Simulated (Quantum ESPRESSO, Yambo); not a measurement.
Planning a run of Yambo 5.3.0 on PtSe2 (1T monolayer). The input:

```
HF_and_locXC
gw0
dyson
ppa
em1d
rim_cut
rim_w
RandQpts= 3000000
RandGvec= 100 RL
CUTGeo= "slab z"
RandGvecW= 9 RL
EXXRLvcs= 104 Ry
VXCRLvcs= 416 Ry
Chimod= "HARTREE"
% BndsRnXp
 1 | 118 |
%
NGsBlkXp= 475 RL
% LongDrXp
 1 | 1 | 0 |
%
% GbndRnge
 1 | 118 |
%
DysSolver= "n"
ExtendOut
PPAPntXp= 27.21138 eV
% QPkrange
 5 | 5 | 32 | 35 |
 3 | 3 | 32 | 35 |
 1 | 1 | 32 | 35 |
%
```

```sh
OMP_NUM_THREADS=2 mpirun -n 2 yambo -F gw11.in -J gw11 -C gw11 > gw11.log
```

The stored states that it reads are on a 6×6×1 mesh. The cell holds 3 atoms: 1 Pt and 2 Se. Cell: a = 3.901 Å, b = 3.901 Å, c = 15.000 Å, α = 90.0°, β = 90.0°, γ = 120.0°. It derives from  (PtSe2_1t-mono). Vacuum lies along c.

Question: Estimate wall time and host memory on 2 MPI ranks of Arm Neoverse V1, shared host.

It took 8.4 min; on shared hardware allow 4.2 min to 17 min. Peak host memory was 2.9 GiB.

The screening grows as filled bands × empty bands × pairs of k points, times the square of the screening basis for the matrix.

[Paths, hosts, dates, memory and timing lines, banners, echoed tables and standing remarks are left out of the program output.]

[Logs are printed without paths, hosts, clocks, repeated set-up lines and the standing remarks that a program may print on its own settings, such as how far it seeks lower states.]

[Runs of the session that timed out or met a known fault of the program may be left out.]

[Hosts, paths, dates, database ids (printed as entryN), source tags and the programs' standing remarks are cut or masked in the printed files.]
